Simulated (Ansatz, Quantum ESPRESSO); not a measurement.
## CoSi2 (fluorite): bulk modulus from a few volumes

How stiff is fluorite CoSi2 under hydrostatic load? Each row scales the relaxed cell evenly and relaxes the atoms. The phase is followed to these pressures whether or not it stays the stable one.

Calculated with Quantum ESPRESSO 7.5, LDA, GBRV 1.5 ultrasoft potentials, cutoff 680 eV, Fermi–Dirac smearing 0.05 eV, k-mesh 14×14×14, no spin polarisation, no spin-orbit coupling.

Reference cell, relaxed at zero pressure with LDA (Fm-3m): a = 3.7278 Å, b = 3.7278 Å, c = 3.7278 Å, α = 60.00°, β = 60.00°, γ = 60.00°.

```csv
atom,x,y,z
Co,0.0000,0.0000,0.0000
Si,0.2500,0.2500,0.2500
Si,0.7500,0.7500,0.7500
```

| V (Å³/atom) | V/V0 | P (GPa) | E − E0 (meV/atom) |
| --- | --- | --- | --- |
| 11.4772 | 0.9400 | 14.605 | 32.7 |
| 11.7214 | 0.9600 | 9.194 | 14.3 |
| 12.4539 | 1.0200 | −3.850 | 2.6 |
| 12.6981 | 1.0400 | −7.284 | 10.8 |
| 12.9423 | 1.0600 | −10.432 | 23.9 |

V0 = 12.2097 Å³ an atom, where the residual pressure P0 is +0.031 GPa. **Question.** Fit the Birch–Murnaghan law and give the pressure and the energy at V = 11.9656 Å³ an atom, a row left out above.

With the Eulerian strain f = ½[(V0/V)^(2/3) − 1] and F = (P − P0)/[3f(1 + 2f)^(5/2)], the third-order law is the line F = B0 + (3/2) B0 (B′ − 4) f.

```
       f  F (GPa)
 0.02105   208.13
 0.01379   206.90
−0.00656   203.90
−0.01290   201.72
−0.01905   201.74
```

A straight line through the 5 rows: the means are −0.000734 for f and 204.48 for F, Σ(Δx)² = 0.001203 and ΣΔxΔy = 0.2018, so the slope is 0.2018/0.001203 = 167.76 and the intercept 204.48 − (167.76)(−0.000734) = 204.6.

Hence B0 = 204.6 GPa and B′ = 4 + (167.8)/(1.5 × 204.6) = 4.55. For the withheld volume f = 0.00678, F = 205.74 GPa and P = 4.36 GPa. The run itself gives 4.38 GPa, so the estimate misses by 0.02 GPa; the fitted rows themselves lie up to 0.03 GPa off the law.

Integrating the same law gives E − E0 = (9/2) B0 V0 f²[1 + (B′ − 4) f] + P0(V0 − V), with 1 GPa Å³ = 6.2415 meV: 3.3 meV an atom. The run itself gives 3.7 meV, so the estimate misses by 0.4 meV; the fitted rows themselves lie up to 1.1 meV off the law.

The same fit over all rows at other levels or in other programs gives B0 = 194 GPa with PBEsol (Ansatz), 195 GPa with PBEsol (Quantum ESPRESSO, GBRV) and 196 GPa with PBEsol (Quantum ESPRESSO, PseudoDojo).

[Logs are printed without paths, hosts, clocks, repeated set-up lines and the standing remarks that a program may print on its own settings, such as how far it seeks lower states.]
